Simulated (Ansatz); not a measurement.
# How fast states decay through CsBe2BBrO3F, part 2 of 3

A new crystal, CsBe2BBrO3F: structure, gap and complex bands. It is built by putting Br for part of the F in the CsBe2BO3F2 structure of space group R32, with the volume rescaled by atomic radii. The parent structure comes from the Materials Project.

Ansatz 0.2.0; PBE DFT, plane waves, PAW files (the session's first sound run).

So far. Step 2 (Relaxing the new crystal): The largest force component on a free atom ends at 0.0043 eV/Å.

The structure was built from a prototype and need not be the compound's stable phase.

**3. Band edges**

The energy window and the wavevectors of the next steps follow from the band edges, so these are searched first, off the mesh as well.

File input.yaml:

```yaml
crystal:
  lattice:
    - [2.2509984981, 1.2996145888, 8.7791063852]
    - [-2.2509984981, 1.2996145888, 8.7791063852]
    - [0.0, -2.5992291777, 8.7791063852]
  atoms:
    - { symbol: Cs, position: [0.0232664303, 0.0232664303, 0.0232664303] }
    - { symbol: Be, position: [0.8068862553, 0.8068862553, 0.8068862553] }
    - { symbol: Be, position: [0.179476551, 0.179476551, 0.179476551] }
    - { symbol: B, position: [0.4947316895, 0.4947316895, 0.4947316895] }
    - { symbol: O, position: [0.18805202, 0.8029305567, 0.4906754932] }
    - { symbol: O, position: [0.4906754932, 0.18805202, 0.8029305567] }
    - { symbol: O, position: [0.8029305567, 0.4906754932, 0.18805202] }
    - { symbol: F, position: [0.7478531239, 0.7478531239, 0.7478531239] }
    - { symbol: Br, position: [0.2661278801, 0.2661278801, 0.2661278801] }
kpoints:
  mp_grid: { grid: [6, 6, 6] }
  band_path: { path: [VBM, CBM], npoints: 30 }
scf:
  occupations: { method: fixed }
hamiltonian:
  xc: pbe
output:
  eigenvalues: true
  write_potential: true
  write_density: true
  volumetric_format: npy
  elf: true
```

Run with:

```sh
$ ansatz run input.yaml --threads 2 --pin off --max-ram 4096MiB --backend cpu --events-out ev --progress --plain --runs-dir out
```

Numbers of over 12 decimals in the logs are rounded to 6 here.

Output:

```text
[...]
Crystal: 9 atoms, lattice volume = 154.096 Å³
Basis set: ecut = 420 eV, 3017 PW (Γ), FFT grids on a1−a2, a2, −a2+a3
Bands: 33, of which v1, the nominal top of the filled ones, is band 24 counted from 1 (23 counted from 0)
Symmetry: 3 space group operations
[...]
k-points: 40 of 216 (time reversal used)
[...]
SCF iter   1: F=—  HF=-11318.487098 eV  |F-HF|=—  |Δ(HF+E_count)|=         —  Δρ=1.59e-3  dr2=1.35e-2  ethr=1.77e-3  ⟨swp⟩=5.1  Hψ=5508  notcnv=0  defer=275
[...]
SCF iter   8: F=-11318.484456 eV  HF=-11318.484456 eV  |F-HF|=1.77e-8  |Δ(HF+E_count)|=   3.05e-8  Δρ=2.11e-6  dr2=7.88e-9  ethr=2.08e-10  ⟨swp⟩=3.0  Hψ=3332  notcnv=0
SCF 1 converged in 8 iterations: F = -11318.484456 eV  dr2 = 7.88e-9
[...]
NSCF: frozen V_eff on 40 k-points
[...]
SCF converged after 8 iterations
Free energy (F): -11318.484456 eV
[...]
Internal energy: -11318.484456 eV  (E = F + TS)
E sigma→0 (E₀):  -11318.484456 eV
Fermi energy:    2.768999 eV
[...]
--- Band table (eV; the first three rows and the last of 40) ---
  k-point 0: bands = [... 20 lower, 1.1292, 1.4751, 2.7614, 2.7614, 7.2252, 8.4205, 9.3869, 10.0413, ... 5 higher]
  k-point 1: bands = [... 20 lower, 0.9769, 1.6009, 2.5516, 2.7248, 7.7111, 8.6793, 9.1996, 9.7907, ... 5 higher]
  k-point 2: bands = [... 20 lower, 0.8112, 1.7442, 2.2088, 2.6542, 8.0824, 9.0511, 9.3015, 10.0962, ... 5 higher]
  k-point 39: bands = [... 20 lower, 1.1282, 1.3517, 2.7637, 2.7637, 7.7421, 8.7560, 8.9936, 9.3802, ... 5 higher]
```

Run time: 35 s. Hardware: 2 threads of Arm Neoverse V2, shared host; peak memory 0.49 GiB; 70 s of CPU time.

This step gave:

```yaml
free_energy: -11318.4845 eV
fermi_energy: 2.769 eV
gap_on_the_k_mesh: 4.456 eV
gap_on_path: 4.456 eV, by band count; negative where bands overlap
direct_gap_on_path: 4.464 eV
edge_places_on_path: 0, 0.2013 1/A along the path
```

The electronic bands at the labelled points (eV, zero at the Fermi level (highest filled level under fixed occupations); v1 is the highest filled band, c1 the lowest empty one):

```csv
point,v4,v3,v2,v1,c1,c2,c3,c4
VBM,-1.64,-1.37,-0.01,0.00,4.73,5.80,6.45,7.02
halfway,-1.64,-1.32,-0.01,0.00,4.53,5.69,6.57,7.26
CBM,-1.64,-1.29,-0.01,-0.01,4.46,5.65,6.62,7.27
```

ELF in the ac plane of the cell as run, not the conventional one, at fractional y = 0.179, with atoms of Be and O within 0.2 Å of it. It is the smooth field of the valence electrons, not physical close to the nuclei.

Ten even steps from '_' (0.00) to '@' (0.89), each cell a mean:
```
@@%%++..____--##@@@@%%++....--++**++::__--%%@@@@##%%
%%@@%%++..__..++%%@@@@@@**::__..--==::____--%%@@%%##
%%@@@@%%==____::**%%%%%%%%##--____....______==%%@@@@
@@@@@@@@##--____--##%%##++%%##==______________--%%@@
@@@@@@@@@@##::____--##%%**++%%%%==..____________::**
++%%@@@@@@%%++..____--**%%****%%##==..____________..
..--**%%@@@@##--______::**%%%%%%%%##--________......
::....==**%%##++..______..++##%%%%%%++::______::====
##++::....--++++--________..--**####**--______..==**
%%%%##==::....::::..__________::==++==--..______--**
%%@@@@@@##--..__________________..::::..________..++
**%%@@@@@@%%++::__________________________________::
--##@@@@@@@@@@##--..________________________________
..==%%@@@@%%@@@@%%==..________________________..____
__::**%%@@##++##@@%%++..____________________........
..__::##@@%%==::**@@%%++..____....__________....::::
::..__--##@@%%--::++@@%%==..__::----::________..::::
::..____--##@@%%==--##@@%%--__..==****==::______..::
..::..____--##@@%%****%%@@##::__--##%%%%**--..____..
__....______::##@@@@%%%%@@@@**....++%%@@@@%%++::____
______________::++%%@@@@@@@@@@++..--##@@@@@@@@##--__
__________......::==**%%@@@@@@##--..==@@@@@@@@@@##==
==..______::==**++--::==##%%@@%%**....**@@@@@@@@@@%%
%%++..____..++%%@@##==..::++##%%##==..::##@@@@%%@@@@
```
Columns run along a (9.2 Å), rows up along c (9.2 Å). Atoms in or near the plane, at fractional coordinates: Be at (0.18, 0.18), O at (0.49, 0.80).

Valence density in the ac plane of the cell as run, not the conventional one, at fractional y = 0.179, with atoms of Be and O within 0.2 Å of it. It is the smooth field of the valence electrons, not physical close to the nuclei.

Values in e/Å³, 13 rows by 16 columns, each cell a mean:
```
0.8 0.3 0.0 0.0 0.3 1.2 1.6 0.5 0.1 0.1 0.1 0.0 0.1 0.4 1.0 1.1
1.1 0.8 0.2 0.0 0.1 0.5 3.2 4.3 1.1 0.1 0.0 0.0 0.0 0.1 0.3 0.9
0.6 0.9 0.6 0.2 0.0 0.1 0.7 4.3 5.7 1.5 0.1 0.0 0.0 0.0 0.0 0.2
0.1 0.3 0.4 0.3 0.1 0.0 0.0 0.4 2.7 3.5 0.9 0.1 0.0 0.0 0.0 0.0
0.1 0.1 0.1 0.1 0.1 0.0 0.0 0.0 0.2 0.8 1.0 0.4 0.1 0.0 0.0 0.1
0.2 0.3 0.2 0.1 0.1 0.0 0.0 0.0 0.0 0.1 0.2 0.3 0.1 0.0 0.0 0.1
0.2 0.5 0.8 0.6 0.2 0.0 0.0 0.0 0.0 0.0 0.0 0.1 0.1 0.1 0.1 0.1
0.1 0.3 0.9 1.1 0.9 0.3 0.1 0.0 0.0 0.0 0.0 0.0 0.0 0.1 0.1 0.1
0.2 0.2 0.4 1.0 0.9 1.0 0.5 0.1 0.0 0.0 0.0 0.0 0.0 0.0 0.1 0.2
0.2 0.2 0.2 0.4 0.9 0.9 1.1 0.5 0.1 0.1 0.1 0.1 0.1 0.0 0.0 0.1
0.1 0.1 0.1 0.1 0.3 0.7 1.1 1.0 0.4 0.1 0.1 0.3 0.4 0.2 0.1 0.0
0.0 0.0 0.1 0.2 0.2 0.2 0.4 0.6 0.5 0.2 0.1 0.3 0.7 0.8 0.5 0.1
0.2 0.0 0.0 0.1 0.4 0.5 0.2 0.2 0.2 0.2 0.1 0.1 0.4 1.0 1.1 0.7
```
Columns run along a (9.2 Å), rows up along c (9.2 Å). Atoms in or near the plane, at fractional coordinates: Be at (0.18, 0.18), O at (0.49, 0.80).

Electrostatic potential energy in the ac plane of the cell as run, not the conventional one, at fractional y = 0.179, with atoms of Be and O within 0.2 Å of it. With pseudopotentials it is smooth inside the atoms' cores, unlike the true potential.

Ten even steps from '_' (-47 eV) to '@' (9 eV), each cell a mean:
```
++##@@@@@@@@@@@@%%####@@@@@@@@@@@@@@@@@@@@##++======
==++##@@@@@@@@@@%%++--**%%@@@@@@@@@@@@@@@@@@##++====
====++%%@@@@@@@@@@##--..==%%@@@@@@@@@@@@@@@@@@##++==
======**%%@@@@@@@@@@++..__--%%@@@@@@@@@@@@@@@@@@%%**
**++++++##%%@@@@@@@@@@++____--%%@@@@@@@@@@@@@@@@@@%%
%%##****##%%@@@@@@@@@@@@++..__==%%@@@@@@@@@@@@@@@@@@
@@@@%%####%%%%@@@@@@@@@@@@**::::++@@@@@@@@@@@@@@@@@@
@@@@@@%%%%%%%%@@@@@@@@@@@@@@##====%%@@@@@@@@@@@@@@@@
@@@@@@@@@@@@@@@@@@@@@@@@@@@@@@@@%%%%@@@@@@@@@@@@@@@@
@@@@@@@@@@@@@@@@@@@@@@@@@@@@@@@@@@@@@@@@@@@@@@@@@@@@
@@@@@@@@@@@@@@@@@@@@@@@@@@@@@@@@@@@@@@@@@@@@@@@@@@@@
@@@@%%##%%@@@@@@@@@@@@@@@@@@@@@@@@@@@@@@@@@@@@@@@@@@
@@@@%%**==++%%@@@@@@@@@@@@@@@@@@@@@@@@@@@@@@@@@@@@@@
@@@@@@##::__::**@@@@@@@@@@@@@@@@@@@@@@@@@@@@@@@@@@@@
%%%%@@%%==____..++%%@@@@@@@@@@@@@@@@@@@@@@@@@@@@@@%%
####%%%%##--______++%%@@@@@@@@@@@@@@@@@@@@@@@@@@@@%%
##++++**%%##::______++%%@@@@@@@@@@@@@@@@@@@@@@@@@@@@
%%**--::++%%##::______++@@@@@@@@@@%%%%@@@@@@@@@@@@@@
@@%%==....==####--____..##@@@@@@@@%%%%%%%%@@@@@@@@@@
@@@@##==____==##%%++....==%%@@@@@@%%%%####%%@@@@@@@@
@@@@@@##==....++%%%%##++++##@@@@@@@@%%******##%%@@@@
@@@@@@@@%%++----**%%@@%%%%%%@@@@@@@@%%##++==++**%%@@
@@@@@@@@@@%%**++++##@@@@@@@@@@@@@@@@@@%%**======**##
##@@@@@@@@@@%%%%####%%@@@@@@@@@@@@@@@@@@%%++======++
```
Columns run along a (9.2 Å; values clipped at the 3rd and 97th percentile), rows up along c (9.2 Å). Atoms in or near the plane, at fractional coordinates: Be at (0.18, 0.18), O at (0.49, 0.80).

The searched edges give 4.46 eV, as on the mesh.

**4. Complex bands, plane (001)**

This step: PBE DFT, plane waves, PAW files; complex bands by layer matching along the plane's normal (Ansatz 0.2.0).

The same crystal is laid in a cell whose first two vectors span the (001) plane (indices of the standard conventional cell, whose axes can be ordered otherwise than in the bulk input). At fixed energy and wavevector in the plane the solver finds all kz, real and complex. A few wavevectors are listed, (0, 0) and (0.5, 0) in units of the plane's reciprocal vectors; the slowest state needn't be among them.

File input.yaml:

```yaml
crystal:
  lattice:
    - [4.501996996, 0.0, 0.0]
    - [2.250998498, 3.898843766, 0.0]
    - [2.250998498, -1.299614589, 8.779106385]
  atoms:
    - { symbol: Cs, position: [0.0465328606, 0.9767335697, 0.9302007091] }
    - { symbol: Be, position: [0.6137725106, 0.1931137447, 0.5793412341] }
    - { symbol: Be, position: [0.358953102, 0.820523449, 0.461570347] }
    - { symbol: B, position: [0.989463379, 0.5052683105, 0.5158049315] }
    - { symbol: O, position: [0.9909825767, 0.1970694433, 0.5183419301] }
    - { symbol: O, position: [0.6787275132, 0.81194798, 0.5183419301] }
    - { symbol: O, position: [0.2936060499, 0.5093245068, 0.5183419301] }
    - { symbol: F, position: [0.4957062478, 0.2521468761, 0.7564406283] }
    - { symbol: Br, position: [0.5322557602, 0.7338721199, 0.2016163597] }
kpoints:
  mp_grid: { grid: [6, 6, 6] }
scf:
  occupations: { method: fixed }
hamiltonian:
  xc: pbe
output:
  eigenvalues: true
  transmission:
    leads: [[0, 0]]
    kpoints: [[0.0, 0.0], [0.5, 0.0]]
    e_range: [-1.0, 5.46]
    de: 0.13
```

Output:

```text
[...]
Crystal: 9 atoms, lattice volume = 154.096 Å³
Basis set: ecut = 420 eV, 3017 PW (Γ)
Bands: 33, of which v1, the nominal top of the filled ones, is band 24 counted from 1 (23 counted from 0)
Symmetry: 3 space group operations
[...]
k-points: 40 of 216 (time reversal used)
[...]
SCF iter   1: F=—  HF=-11318.487376 eV  |F-HF|=—  |Δ(HF+E_count)|=         —  Δρ=1.59e-3  dr2=1.35e-2  ethr=1.77e-3  ⟨swp⟩=5.1  Hψ=5516  notcnv=0  defer=274
[...]
SCF iter   8: F=-11318.484456 eV  HF=-11318.484456 eV  |F-HF|=1.62e-8  |Δ(HF+E_count)|=   2.79e-8  Δρ=2.16e-6  dr2=7.90e-9  ethr=2.08e-10  ⟨swp⟩=3.0  Hψ=3295  notcnv=0
SCF 1 converged in 8 iterations: F = -11318.484456 eV  dr2 = 7.90e-9
[...]
transmission: 14 of 28 steps passed
transmission: 28 of 28 steps passed
SCF converged after 8 iterations
Free energy (F): -11318.484456 eV
[...]
Internal energy: -11318.484456 eV  (E = F + TS)
E sigma→0 (E₀):  -11318.484456 eV
Fermi energy:    2.768999 eV
[...]
--- Band table (eV; the first three rows and the last of 40) ---
  k-point 0: bands = [... 20 lower, 1.1292, 1.4751, 2.7614, 2.7614, 7.2252, 8.4205, 9.3869, 10.0413, ... 5 higher]
  k-point 1: bands = [... 20 lower, 1.1317, 1.4446, 2.7561, 2.7678, 7.3293, 8.4750, 9.3237, 10.0275, ... 5 higher]
  k-point 2: bands = [... 20 lower, 1.1311, 1.3829, 2.7572, 2.7690, 7.5794, 8.6214, 9.1519, 9.6329, ... 5 higher]
  k-point 39: bands = [... 20 lower, 0.5780, 1.8605, 2.1738, 2.3653, 8.7615, 9.4563, 9.6477, 10.1873, ... 5 higher]
--- Transmission ---
  basis      : 151 plane waves across, 14 finite elements along
  points     : 2, as listed
  energies   : 50 from -1.000000 to 5.370000 eV about the Fermi level, 0.130000 eV apart; the leads are filled to 2.228095 eV, and channels, transmission and decay are at 2.250000 eV
  crystal 0  : F1Cs1Br1Be2B1O3, at the sites [0, 0], period 8.7791 Å: whole cells are its period
    offset         : up to 0.0000 Å between an atom of the period and one for which it stands
    channels       : 0.000000e0 a spin
    conductance    : none, the energies end too early or step too widely for 300 K: set another output.transmission.e_range or a lower de, or, where they end at an eighth of basis.ecutwfc, a higher one
    slowest decay  : 0.4166 /Å at (0.0000, 0.0000)
```

Elapsed: 26 s, on 2 threads; peak memory 0.57 GiB; 43 s of CPU time.

Numbers from this step:

```yaml
level_to_which_the_leads_are_filled: 2.228 eV from the Fermi level
decay_constant_at_the_filling_level_zone_centre: 0.4166 Å⁻¹
decay_constant_at_the_filling_level_slowest_listed_point: 0.4166 Å⁻¹
```

K parallel (0, 0); values up to 1.5 1/Å, a degenerate pair printed once or twice; energies at which all values exceed this have no row. Im kz of the slowest decaying states against energy, zero at the highest filled level on the SCF mesh:

```csv
energy (eV),decay 1 (Å⁻¹),decay 2 (Å⁻¹),decay 3 (Å⁻¹),decay 4 (Å⁻¹)
-1.00,0.280,0.576,0.923,1.11
-0.74,0.342,0.569,0.915,1.12
-0.48,0.380,0.538,0.906,1.11
-0.22,0.405,0.462,0.896,1.11
0.04,0.297,0.423,0.885,1.10
0.30,0.435,0.520,0.872,1.10
0.56,0.443,0.595,0.858,1.09
0.82,0.447,0.641,0.844,1.08
1.08,0.448,0.673,0.828,1.07
1.34,0.446,0.697,0.811,1.06
1.60,0.441,0.716,0.793,1.04
1.86,0.433,0.730,0.773,1.03
2.12,0.423,0.741,0.753,1.02
2.25,0.417,0.742,0.746,1.01
2.51,0.402,0.720,0.753,0.995
2.77,0.384,0.696,0.757,0.980
3.03,0.362,0.671,0.760,0.963
3.29,0.336,0.644,0.761,0.945
3.55,0.305,0.614,0.761,0.927
3.81,0.265,0.582,0.759,0.908
4.07,0.211,0.547,0.755,0.887
4.33,0.125,0.507,0.751,0.866
4.59,0.463,0.744,0.843,0.884
4.85,0.410,0.737,0.818,0.861
5.11,0.0905,0.345,0.727,0.792
5.37,0.132,0.256,0.717,0.764
```

K parallel (0.5, 0); values up to 1.5 1/Å, a degenerate pair printed once or twice; energies at which all values exceed this have no row. Table of Im kz of the slowest decaying states by energy, zero at the highest filled level on the SCF mesh:

```csv
energy (eV),decay 1 (Å⁻¹),decay 2 (Å⁻¹),decay 3 (Å⁻¹),decay 4 (Å⁻¹)
-1.000,0.472,0.518,0.952,1.32
-0.480,0.406,0.513,0.975,1.22
0.040,0.483,0.850,1.16,1.37
0.560,0.575,0.844,1.26,1.33
0.950,0.602,0.859,1.28,1.30
1.470,0.620,0.896,1.23,1.29
1.990,0.625,0.798,1.07,1.13
2.510,0.622,0.739,0.952,1.21
3.030,0.612,0.680,0.900,1.19
3.550,0.597,0.608,0.864,1.16
3.940,0.538,0.585,0.840,1.13
4.460,0.425,0.559,0.810,1.10
4.980,0.243,0.522,0.779,1.05
```

At the listed wavevectors the last open channel is at -1.00 eV and the next at +4.46 eV on the grid, wider than the gap, since narrow bands can fall between grid energies. At +2.25 eV, the grid energy nearest the filling level (the middle of the gap on the SCF mesh), the slowest state at the listed wavevectors decays with κ = 0.417 Å⁻¹, its amplitude falling by e over 2.4 Å. Through 1 nm of this crystal that state's transmission falls by exp(−2 × 0.417 Å⁻¹ × 10 Å) = 2.4e-4.

(Continued in part 3 of 3.)

[Logs are printed without paths, hosts, clocks, repeated set-up lines and the standing remarks that a program may print on its own settings, such as how far it seeks lower states.]

[Hosts, paths, dates, database ids (printed as entryN), source tags and the programs' standing remarks are cut or masked in the printed files.]
